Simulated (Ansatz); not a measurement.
# Mo2N(OH)2 MXene monolayer in a perpendicular field, part 2 of 4

What dipole does a perpendicular field induce in the Mo2N(OH)2 MXene monolayer? A positive field points along +c.

Ansatz 0.2.0; plane-wave DFT, PBEsol-D3(BJ), Ansatz PAW (set soft_1); PAW set soft_1 (the session's first sound run).

So far. Step 2 (Relaxing the slab): The lattice constant a goes from 2.953 to 2.776 Å.

## 3. Single point, field 0

A sawtooth potential applies the field, turning back in the middle of the vacuum. With the dipole correction the typed value is the field outside the slab. The induced dipole is small, so the SCF threshold is tight.

The cell differs from the one that the last finished run ended in (c 44.152 → 25.675 Å).

input.yaml

```yaml
crystal:
  lattice:
    - [2.7759165891, 0.0, 0.0]
    - [-1.3879582946, 2.404014285, 0.0]
    - [0.0, 0.0, 25.6745924328]
  atoms:
    - { symbol: H, position: [0.3333333333, 0.6666666667, 0.3505411049] }
    - { symbol: O, position: [0.3333333333, 0.6666666667, 0.3888334296] }
    - { symbol: Mo, position: [0.6666666667, 0.3333333333, 0.4439513979] }
    - { symbol: "N", position: [0.0, 0.0, 0.5] }
    - { symbol: Mo, position: [0.3333333333, 0.6666666667, 0.5560486021] }
    - { symbol: O, position: [0.6666666667, 0.3333333333, 0.6111665704] }
    - { symbol: H, position: [0.6666666667, 0.3333333333, 0.6494588951] }
kpoints:
  mp_grid: { grid: [18, 18, 1] }
  band_path:
    path: [[0, 0, 0], [0.5, 0, 0], [0.33333333, 0.33333333, 0], [0, 0, 0]]
    npoints: 16
hamiltonian:
  xc: pbesol
  dispersion: d3bj
  pseudopotentials: { kind: paw, azcp: { folder: soft_1 }, xc_functional: pbe }
scf:
  occupations: { method: fermi_dirac, width: 0.02585 }
  convergence: { dr2_threshold: 1.0e-10 }
efield:
  axis: 3
  dipole_correction: true
  ramp_position: 0.97
  ramp_width: 0.06
  amplitude: 0
output:
  dos: { projected: true, e_range: [-6, 5] }
  bader: true
  write_potential: true
  write_density: true
  volumetric_format: npy
  elf: true
```

The run is started by

```bash
ansatz run input.yaml --threads 4 --pin off --max-ram 6144MiB --backend cpu --events-out ev --progress --plain --runs-dir out
```

Numbers of over 12 decimals in the logs are rounded to 6 here.

The program printed:

```text
[...]
Crystal: 7 atoms, lattice volume = 171.335 Å³
Basis set: ecut = 420 eV, 3361 PW (Γ)
Bands: 31, of which v1, the nominal top of the filled ones, is band 24 counted from 1 (23 counted from 0)
Symmetry: 6 space group operations
k-points: 37 of 324 (time reversal used)
[...]
SCF iter   1: F=—  HF=-11334.752591 eV  |F-HF|=—  |Δ(HF+E_count)|=         —  Δρ=1.11e-1  dr2=2.66e1  ethr=3.10e-3  p=0.000 e·Å  D=6.07e-14 V/Å  ΔV_dip=-0.00 eV  dr2_dipole=2.44e-8  V_vac-E_F(+/−)=5.42/5.42 eV  ⟨swp⟩=9.3  Hψ=6145  notcnv=0
efield: sawtooth ramp at fractional position 0.9700 (set: `efield.ramp_position`, or a place that a band, a saddle search or an elastic batch's reference lends), width 0.0600; the density the first Hamiltonian is built on has a dipole p = 0.000 e·Å; the dipole correction subtracts the counter field D = 6.07e-14 V/Å, which shifts the + side's vacuum level by -0.00 eV against the − side's; the planar-averaged density in the ramp window peaks in size at 2.9e-7 e/Å³
[...]
SCF iter   2: F=—  HF=-11362.999717 eV  |F-HF|=—  |Δ(HF+E_count)|=    2.82e1  Δρ=2.20e-1  dr2=1.35e3  ethr=3.10e-3  p=0.000 e·Å  D=6.16e-5 V/Å  ΔV_dip=-0.00 eV  dr2_dipole=5.38e-5  V_vac-E_F(+/−)=-3.69/-3.68 eV  ⟨swp⟩=9.1  Hψ=5410  notcnv=0  defer=77  recentre
[...]
SCF iter  21: F=-11327.704345 eV  HF=-11327.704345 eV  |F-HF|=2.18e-11  |Δ(HF+E_count)|=  1.16e-10  Δρ=5.33e-8  dr2=7.38e-12  ethr=1.00e-12  p=0.000 e·Å  D=8.38e-9 V/Å  ΔV_dip=-0.00 eV  dr2_dipole=1.06e-15  V_vac-E_F(+/−)=2.52/2.52 eV  ⟨swp⟩=11.7  Hψ=4320  notcnv=0
SCF 1 converged in 21 iterations: F = -11327.704345 eV  dr2 = 7.38e-12
[...]
NSCF: frozen V_eff on 49 k-points
efield: sawtooth ramp at fractional position 0.9700 (kept from the solve that this one continues, or follows in the run), width 0.0600; the density the first Hamiltonian is built on has a dipole p = 0.000 e·Å; the dipole correction subtracts the counter field D = 8.38e-9 V/Å, which shifts the + side's vacuum level by -0.00 eV against the − side's; the planar-averaged density in the ramp window peaks in size at 1.7e-6 e/Å³
[...]
SCF converged after 21 iterations
Free energy (F): -11327.704345 eV
[...]
Internal energy: -11327.698790 eV  (E = F + TS)
E sigma→0 (E₀):  -11327.701568 eV
Entropy (-TS):   -0.005555 eV (-0.794 meV/atom)
Fermi energy:    3.838376 eV
Dipole field:    D = -0.000000 V/Å  (p = -0.000000 e·Å, saw-weighted, corrected)
Work function:   Φ+ = 2.5201 eV   Φ− = 2.5201 eV
Levels:          The Fermi level and band energies are counted from a zero that moves with the ramp; work functions are not
[...]
--- Band table (eV; the first three rows and the last of 37) ---
  k-point 0: bands = [... 20 lower, 0.4707, 2.3984, 2.5018, 2.5018, 3.5708, 3.5708, 3.6558, 3.6882, ... 3 higher]
  k-point 1: bands = [... 20 lower, 0.3923, 2.2388, 2.5756, 2.5824, 3.5015, 3.6377, 3.7197, 3.7538, ... 3 higher]
  k-point 2: bands = [... 20 lower, 0.2062, 1.9053, 2.6968, 2.7925, 3.3178, 3.8256, 3.8760, 4.0053, ... 3 higher]
  k-point 36: bands = [... 20 lower, 2.7870, 3.3561, 3.3561, 3.6866, 5.0043, 5.0043, 6.6982, 6.6982, ... 3 higher]
--- Bader charges: 7 sites ---
  site symbol  charge [e]  shift [e]
     0      H      0.4925     0.0040
     1      O     -1.1842     0.0031
     2     Mo      1.3927     0.0017
     3      N     -1.4020     0.0018
     4     Mo      1.3927     0.0017
     5      O     -1.1842     0.0031
     6      H      0.4925     0.0040
  estimated error of the sums over rays = 4.2e-4 e
```

Elapsed: 28 s, on 4 threads of Arm Neoverse V2, shared host; peak memory 0.56 GiB; 1.8 min of CPU time.

This step gave:

| Item | Value |
| --- | --- |
| energy at zero smearing | -11327.7016 eV |
| work function, upper face | 2.520 eV |
| dipole along the normal | -3.68e-8 e·Å |

Running mean over a fixed 2.7 Å (it still follows the layers) of the planar mean; the ramp of the sawtooth is left out. Electron's electrostatic potential energy less the Fermi level against z:

```csv
z (Å),electron's electrostatic potential energy less the Fermi level (eV)
3.0,2.52
3.5,2.52
4.0,2.51
4.5,2.51
5.0,2.49
5.5,2.46
6.0,2.40
6.5,2.27
7.0,2.02
7.5,1.47
8.0,0.673
8.5,-0.577
9.0,-2.40
9.5,-4.57
10.0,-8.61
10.5,-12.5
11.0,-14.1
11.5,-14.4
12.0,-14.4
12.5,-13.6
13.0,-13.4
13.5,-14.2
14.0,-14.5
14.5,-14.2
15.0,-13.3
15.5,-10.1
16.0,-5.79
16.5,-3.03
17.0,-1.21
17.5,0.359
18.0,1.17
18.5,1.88
19.0,2.20
19.5,2.36
20.0,2.44
20.5,2.48
21.0,2.50
21.5,2.51
22.0,2.52
22.5,2.52
```

The density of states has structure finer than the step of the table below, so its rows give means over 0.25 eV, whole bins alone (the curve runs from -6 to 1.83 eV). Peaks (eV: height): -5.780: 10.7, -5.450: 5.68, -2.310: 4.82, -2.250: 5.28, -1.070: 3.79, 1.530: 9.25, 1.800: 6.31.

Density of states against energy, zero at the Fermi level; means over each step:

energy (eV), density of states (states/eV a cell) and a bar from the least value:
```
    -5.75        6.2 ##############################
    -5.50        4.9 #######################
    -5.25        1.6 ####
    -5.00        1.3 ##
    -4.75        1.1 ##
    -4.50        0.9 
    -4.25        1.0 #
    -4.00        1.4 ###
    -3.75        1.4 ###
    -3.50        2.1 #######
    -3.25        1.1 #
    -3.00        0.8 
    -2.75        1.0 #
    -2.50        1.5 ####
    -2.25        3.2 #############
    -2.00        1.8 #####
    -1.75        1.3 ###
    -1.50        1.0 #
    -1.25        2.1 #######
    -1.00        2.6 ##########
    -0.75        2.0 #######
    -0.50        2.1 #######
    -0.25        2.1 #######
     0.00        2.7 ###########
     0.25        2.5 #########
     0.50        2.5 #########
     0.75        2.4 #########
     1.00        3.0 ############
     1.25        4.3 ###################
     1.50        6.1 #############################
```

Projected DOS per atom over height of the atomic layer and energy from the Fermi level. Layers: H O Mo N Mo O H from below.

Values in states/eV, 22 rows by 7 columns, each cell a mean:
```
0.17 0.32 1.96 0.15 1.96 0.32 0.17
0.15 0.26 1.71 0.10 1.71 0.26 0.15
0.13 0.14 0.96 0.07 0.96 0.14 0.13
0.14 0.12 0.80 0.07 0.80 0.12 0.14
0.15 0.12 0.80 0.09 0.80 0.12 0.15
0.10 0.11 0.87 0.11 0.87 0.11 0.10
0.03 0.09 0.85 0.16 0.85 0.09 0.03
0.03 0.08 0.83 0.24 0.83 0.08 0.03
0.02 0.09 0.93 0.28 0.93 0.09 0.02
0.01 0.06 0.40 0.13 0.40 0.06 0.01
0.02 0.08 0.63 0.18 0.63 0.08 0.02
0.04 0.11 1.05 0.32 1.05 0.11 0.04
0.01 0.05 0.49 0.22 0.49 0.05 0.01
0.01 0.05 0.27 0.12 0.27 0.05 0.01
0.02 0.11 0.45 0.27 0.45 0.11 0.02
0.01 0.18 0.39 0.50 0.39 0.18 0.01
0.00 0.16 0.20 0.53 0.20 0.16 0.00
0.00 0.08 0.22 0.27 0.22 0.08 0.00
0.00 0.10 0.32 0.28 0.32 0.10 0.00
0.00 0.17 0.28 0.32 0.28 0.17 0.00
0.00 1.31 0.53 0.51 0.53 1.31 0.00
0.00 1.76 0.76 0.95 0.76 1.76 0.00
```
Columns: height of the atomic layer (Å) from 9 to 16.7 (not evenly spaced); rows upwards: energy from the Fermi level (eV) from -5.96 to 1.78.

The electronic bands at the labelled points (eV, zero at the Fermi level):

```csv
point,band 21,band 22,band 23,band 24,band 25,band 26,band 27,band 28
Γ,-3.37,-1.44,-1.34,-1.34,-0.27,-0.27,-0.18,-0.15
halfway,-3.75,-2.22,-0.76,-0.42,0.13,0.89,1.01,1.24
M,-4.03,-2.77,1.56,1.72,2.44,2.69,2.97,3.12
halfway,-2.89,-1.91,0.97,1.12,1.54,1.66,2.71,2.79
K,-1.05,-0.48,-0.48,-0.15,1.17,1.17,2.86,2.86
halfway,-2.43,-2.35,-1.42,-0.89,0.72,1.16,1.46,1.87
Γ,-3.37,-1.44,-1.34,-1.34,-0.27,-0.27,-0.18,-0.15
```

Electrostatic potential energy in the ca plane at fractional y = 0.333, with atoms of Mo and O and H within 0.2 Å of it. With pseudopotentials it is smooth inside the atoms' cores, unlike the true potential.

Ten even steps from '0' (-47 eV) to '9' (6 eV), each cell a mean:
```
99999999999999999862126899887886688999999999
99999999999999999830003799998862135689999999
99999999999999999720002799999851012389999999
99999999999999999830003899988873246789999999
99999999999999999873236899876788799999999999
99999999999999999987778988754589999999999999
99999999999999998998889888743579999999999999
99999999999999999987678888755689999999999999
```
Columns run along c (16.0 Å, from fractional 0.16 to 0.78 of the cell; values clipped at the 3rd and 97th percentile), rows up along a (2.8 Å). Atoms in or near the plane, at fractional coordinates: Mo at (0.44, 0.67), O at (0.61, 0.67), H at (0.65, 0.67).

ELF in the ca plane at fractional y = 0.333, with atoms of Mo and O and H within 0.2 Å of it. It is the smooth field of the valence electrons, not physical close to the nuclei.

Ten even steps from '0' (0.00) to '9' (0.97), each cell a mean:
```
00000000000011111000001221466323322322687654
00000000000011111000000013766631112323766898
00000000000011111000000015755741012324745999
00000000000011111000000113667621112223777898
00000000000011111000012431355224322321577543
00000000000011111001234663132246632442132100
00000000000011111001235674222257732453110000
00000000000011111000124652133246532441243210
```
Columns run along c (16.0 Å, from fractional 0.06 to 0.68 of the cell), rows up along a (2.8 Å). Atoms in or near the plane, at fractional coordinates: Mo at (0.44, 0.67), O at (0.61, 0.67), H at (0.65, 0.67).

Valence density in the ca plane at fractional y = 0.333, with atoms of Mo and O and H within 0.2 Å of it. It is the smooth field of the valence electrons, not physical close to the nuclei.

Ten steps, logarithmic in the rise over the least value, from '0' (0.0 e/Å³) to '9' (7.2 e/Å³), each cell a mean:
```
00000000000000000000012234687643333444566431
00000000000000000000001235899853223334798753
00000000000000000000001136899853223335899764
00000000000000000000001235899753223334788653
00000000000000000000012334577544334544555421
00000000000000000000123444444444445664332210
00000000000000000000123454333345545665322100
00000000000000000000123444455444445654333210
```
Columns run along c (16.0 Å, from fractional 0.06 to 0.68 of the cell), rows up along a (2.8 Å). Atoms in or near the plane, at fractional coordinates: Mo at (0.44, 0.67), O at (0.61, 0.67), H at (0.65, 0.67).

The work function of the upper face is 2.52 eV.

## 4. Single point, field 0.03 V/Å

input.yaml: that of step 3 with these lines changed.

```diff
@@ -30,6 +30,4 @@
   ramp_width: 0.06
-  amplitude: 0
+  amplitude: 0.03
 output:
-  dos: { projected: true, e_range: [-6, 5] }
-  bader: true
   write_potential: true
@@ -37,2 +35 @@
   volumetric_format: npy
-  elf: true
```

The program printed:

```text
[...]
Crystal: 7 atoms, lattice volume = 171.335 Å³
Basis set: ecut = 420 eV, 3361 PW (Γ)
Bands: 31, of which v1, the nominal top of the filled ones, is band 24 counted from 1 (23 counted from 0)
Symmetry: 6 space group operations
k-points: 37 of 324 (time reversal used)
[...]
k-point 0: bands = [... 20 lower, 0.4703, 2.3980, 2.5014, 2.5014, 3.5704, 3.5704, 3.6537, 3.6898, ... 3 higher]
  k-point 1: bands = [... 20 lower, 0.3919, 2.2384, 2.5751, 2.5820, 3.5010, 3.6373, 3.7179, 3.7550, ... 3 higher]
  k-point 2: bands = [... 20 lower, 0.2058, 1.9048, 2.6964, 2.7921, 3.3174, 3.8251, 3.8754, 4.0053, ... 3 higher]
  k-point 36: bands = [... 20 lower, 2.7866, 3.3552, 3.3561, 3.6862, 5.0036, 5.0042, 6.6969, 6.6986, ... 3 higher]
[key lines of the parts left out:]
SCF converged after 23 iterations
Free energy (F): -11327.704563 eV
Fermi energy:    3.837928 eV
Dipole field:    D = 0.015395 V/Å  (p = 0.014577 e·Å, saw-weighted, corrected)
```

Wall time 14 s (4 threads); peak memory 0.53 GiB; 56 s of CPU time.

The dipole is 0.0146 e·Å.

## 5. Single point, field -0.03 V/Å

input.yaml: that of step 4 with these lines changed.

```diff
@@ -30,3 +30,3 @@
   ramp_width: 0.06
-  amplitude: 0.03
+  amplitude: -0.03
 output:
```

The program printed:

```text
[...]
Crystal: 7 atoms, lattice volume = 171.335 Å³
Basis set: ecut = 420 eV, 3361 PW (Γ)
Bands: 31, of which v1, the nominal top of the filled ones, is band 24 counted from 1 (23 counted from 0)
Symmetry: 6 space group operations
k-points: 37 of 324 (time reversal used)
[...]
k-point 0: bands = [... 20 lower, 0.4703, 2.3980, 2.5014, 2.5014, 3.5704, 3.5704, 3.6537, 3.6898, ... 3 higher]
  k-point 1: bands = [... 20 lower, 0.3919, 2.2384, 2.5751, 2.5820, 3.5010, 3.6373, 3.7179, 3.7550, ... 3 higher]
  k-point 2: bands = [... 20 lower, 0.2058, 1.9048, 2.6964, 2.7921, 3.3174, 3.8251, 3.8754, 4.0053, ... 3 higher]
  k-point 36: bands = [... 20 lower, 2.7866, 3.3552, 3.3561, 3.6862, 5.0036, 5.0042, 6.6969, 6.6986, ... 3 higher]
[key lines of the parts left out:]
SCF converged after 24 iterations
Free energy (F): -11327.704563 eV
Fermi energy:    3.837928 eV
Dipole field:    D = -0.015393 V/Å  (p = -0.014575 e·Å, saw-weighted, corrected)
```

The job ended after 15 s (4 threads; peak memory 0.53 GiB; 56 s of CPU time).

The dipole is -0.0146 e·Å.

## 6. Atoms held, field 0.15 V/Å

input.yaml: that of step 5 with these lines changed.

```diff
@@ -28,5 +28,5 @@
   dipole_correction: true
-  ramp_position: 0.97
-  ramp_width: 0.06
-  amplitude: -0.03
+  ramp_position: 0.9225
+  ramp_width: 0.155
+  amplitude: 0.15
 output:
```

The program printed:

```text
[...]
Crystal: 7 atoms, lattice volume = 171.335 Å³
Basis set: ecut = 420 eV, 3361 PW (Γ)
Bands: 31, of which v1, the nominal top of the filled ones, is band 24 counted from 1 (23 counted from 0)
Symmetry: 6 space group operations
k-points: 37 of 324 (time reversal used)
[...]
k-point 0: bands = [... 20 lower, 0.4612, 2.3890, 2.4922, 2.4922, 3.5613, 3.5613, 3.6237, 3.7072, ... 3 higher]
  k-point 1: bands = [... 20 lower, 0.3828, 2.2294, 2.5660, 2.5729, 3.4919, 3.6282, 3.6905, 3.7695, ... 3 higher]
  k-point 2: bands = [... 20 lower, 0.1967, 1.8958, 2.6874, 2.7829, 3.3084, 3.8160, 3.8619, 4.0050, ... 3 higher]
  k-point 36: bands = [... 20 lower, 2.7774, 3.3443, 3.3488, 3.6770, 4.9932, 4.9964, 6.6843, 6.6932, ... 3 higher]
[key lines of the parts left out:]
SCF converged after 25 iterations
Free energy (F): -11327.709818 eV
Fermi energy:    3.828491 eV
Dipole field:    D = 0.077230 V/Å  (p = 0.073126 e·Å, saw-weighted, corrected)
```

Wall time 15 s (4 threads); peak memory 0.53 GiB; 58 s of CPU time.

The dipole is 0.0731 e·Å.

## 7. Atoms held, field 0.25 V/Å

input.yaml: that of step 6 with these lines changed.

```diff
@@ -30,3 +30,3 @@
   ramp_width: 0.155
-  amplitude: 0.15
+  amplitude: 0.25
 output:
```

The program printed:

```text
[...]
Crystal: 7 atoms, lattice volume = 171.335 Å³
Basis set: ecut = 420 eV, 3361 PW (Γ)
Bands: 31, of which v1, the nominal top of the filled ones, is band 24 counted from 1 (23 counted from 0)
Symmetry: 6 space group operations
k-points: 37 of 324 (time reversal used)
[...]
k-point 0: bands = [... 20 lower, 0.4472, 2.3756, 2.4785, 2.4785, 3.5477, 3.5477, 3.5919, 3.7177, ... 3 higher]
  k-point 1: bands = [... 20 lower, 0.3688, 2.2159, 2.5523, 2.5594, 3.4781, 3.6146, 3.6606, 3.7780, ... 3 higher]
  k-point 2: bands = [... 20 lower, 0.1828, 1.8822, 2.6739, 2.7692, 3.2950, 3.8024, 3.8416, 4.0028, ... 3 higher]
  k-point 36: bands = [... 20 lower, 2.7635, 3.3290, 3.3368, 3.6631, 4.9784, 4.9838, 6.6673, 6.6828, ... 3 higher]
[key lines of the parts left out:]
SCF converged after 23 iterations
Free energy (F): -11327.719605 eV
Fermi energy:    3.814598 eV
Dipole field:    D = 0.129702 V/Å  (p = 0.122810 e·Å, saw-weighted, corrected)
```

Wall time 14 s (4 threads); peak memory 0.53 GiB; 54 s of CPU time.

The dipole is 0.123 e·Å.

## 8. Single point, field -0.25 V/Å

input.yaml: that of step 7 with these lines changed.

```diff
@@ -30,4 +30,6 @@
   ramp_width: 0.155
-  amplitude: 0.25
+  amplitude: -0.25
 output:
+  dos: { projected: true, e_range: [-6, 5] }
+  bader: true
   write_potential: true
@@ -35 +37,2 @@
   volumetric_format: npy
+  elf: true
```

The program printed:

```text
[...]
Crystal: 7 atoms, lattice volume = 171.335 Å³
Basis set: ecut = 420 eV, 3361 PW (Γ)
Bands: 31, of which v1, the nominal top of the filled ones, is band 24 counted from 1 (23 counted from 0)
Symmetry: 6 space group operations
k-points: 37 of 324 (time reversal used)
[...]
k-point 36: bands = [... 20 lower, 2.7635, 3.3290, 3.3368, 3.6631, 4.9784, 4.9838, 6.6673, 6.6827, ... 3 higher]
--- Bader charges: 7 sites ---
  site symbol  charge [e]  shift [e]
     0      H      0.5020     0.0039
     1      O     -1.1830     0.0031
     2     Mo      1.3913     0.0017
     3      N     -1.4020     0.0018
     4     Mo      1.3938     0.0017
     5      O     -1.1851     0.0032
     6      H      0.4830     0.0040
  estimated error of the sums over rays = 4.0e-4 e
[key lines of the parts left out:]
SCF converged after 24 iterations
Free energy (F): -11327.719605 eV
Fermi energy:    3.814596 eV
Dipole field:    D = -0.129703 V/Å  (p = -0.122810 e·Å, saw-weighted, corrected)
```

Run time: 28 s. Hardware: 4 threads; peak memory 0.54 GiB; 1.8 min of CPU time.

The dipole is -0.123 e·Å.

## 9. Response, atoms held

This step: plane-wave DFT, PBEsol-D3(BJ), Ansatz PAW (set soft_1); response to a field along the normal, atoms held; PAW set soft_1 (Ansatz 0.2.0).

The dipoles give the slope, and the difference of two potentials shows where the field is screened.

Numbers from this step:

- equivalent conductor thickness p/(ε₀AE): 13.17 Å
- distance between the outer atoms: 7.675 Å

Table of dipole of the cell by applied field:

```csv
applied field (V/Å),dipole of the cell (e·Å)
-0.250,-0.123
-0.030,-0.0146
0.000,0
0.030,0.0146
0.150,0.0731
0.250,0.123
```

Local field over the applied field, running mean. From the potentials at -0.03 and 0.03 V/Å; running mean over 2.5 Å. Local field over applied field against z:

```csv
z (Å),local field over applied field
5,0.902
6,0.727
7,0.399
8,0.0439
9,-0.120
10,-0.102
11,-0.0463
12,-0.0166
13,0.00116
14,-0.0264
15,-0.0607
16,-0.120
17,-0.0917
18,0.144
19,0.521
20,0.800
21,0.933
```

The induced electron density oscillates, so the rows of the table below give means over windows of 1 Å about each position, cut where the curve ends. Its maxima inside the range that stand out by 2 % of the span (Å: e/Å³ per V/Å): 7.6: 0.00273, 9.7: 2.4e-4, 10.6: 7.8e-4, 14.5: 8.8e-4, 15.7: 0.00132, 16.5: 0.00119. Its minima: 9.1: -0.00119, 10.0: -0.00132, 11.1: -8.8e-4, 15.1: -7.8e-4, 16.0: -2.4e-4, 18.1: -0.00273.

Electrons, planar mean, per unit field. Induced electron density against z; means over each step:

z (Å), induced electron density (e/Å³ per V/Å) and a bar from the least value:
```
        5    0.00049 ##################
        6    0.00132 #######################
        7    0.00241 ##############################
        8    0.00218 #############################
        9   -0.00050 ############
       10   -0.00025 ##############
       11   -0.00028 ##############
       12   -0.00009 ###############
       13    0.00001 ###############
       14    0.00031 #################
       15   -0.00003 ###############
       16    0.00055 ###################
       17   -0.00021 ##############
       18   -0.00256 
       19   -0.00210 ###
       20   -0.00098 ##########
       21   -0.00034 #############
```

By hand: between -0.03 and 0.03 V/Å the dipole changes by 0.02915 e·Å, a slope of 0.4859 e·Å²/V. A perfect conductor of thickness t has p = ε₀AEt, so t = 180.95 × 0.4859 / 6.673 = 13.17 Å (e/ε₀ = 180.95 V·Å, A in Å²).

The induced dipole is that of a conductor 13.17 Å thick.

[end of part 2 of 4]

[Logs are printed without paths, hosts, clocks, repeated set-up lines and the standing remarks that a program may print on its own settings, such as how far it seeks lower states.]

[Hosts, paths, dates, database ids (printed as entryN), source tags and the programs' standing remarks are cut or masked in the printed files.]

[Maps of the electrostatic potential energy from Ansatz leave out the sawtooth potential of an applied field or a dipole correction, so their vacuum need not be flat; planar profiles and work functions include it.]

[The density of states shown here was stored with 400 of the rows of the run's finer table, so its peaks can read low, often by over a quarter, or be missed, and its means over a window can be off by a tenth or more.]
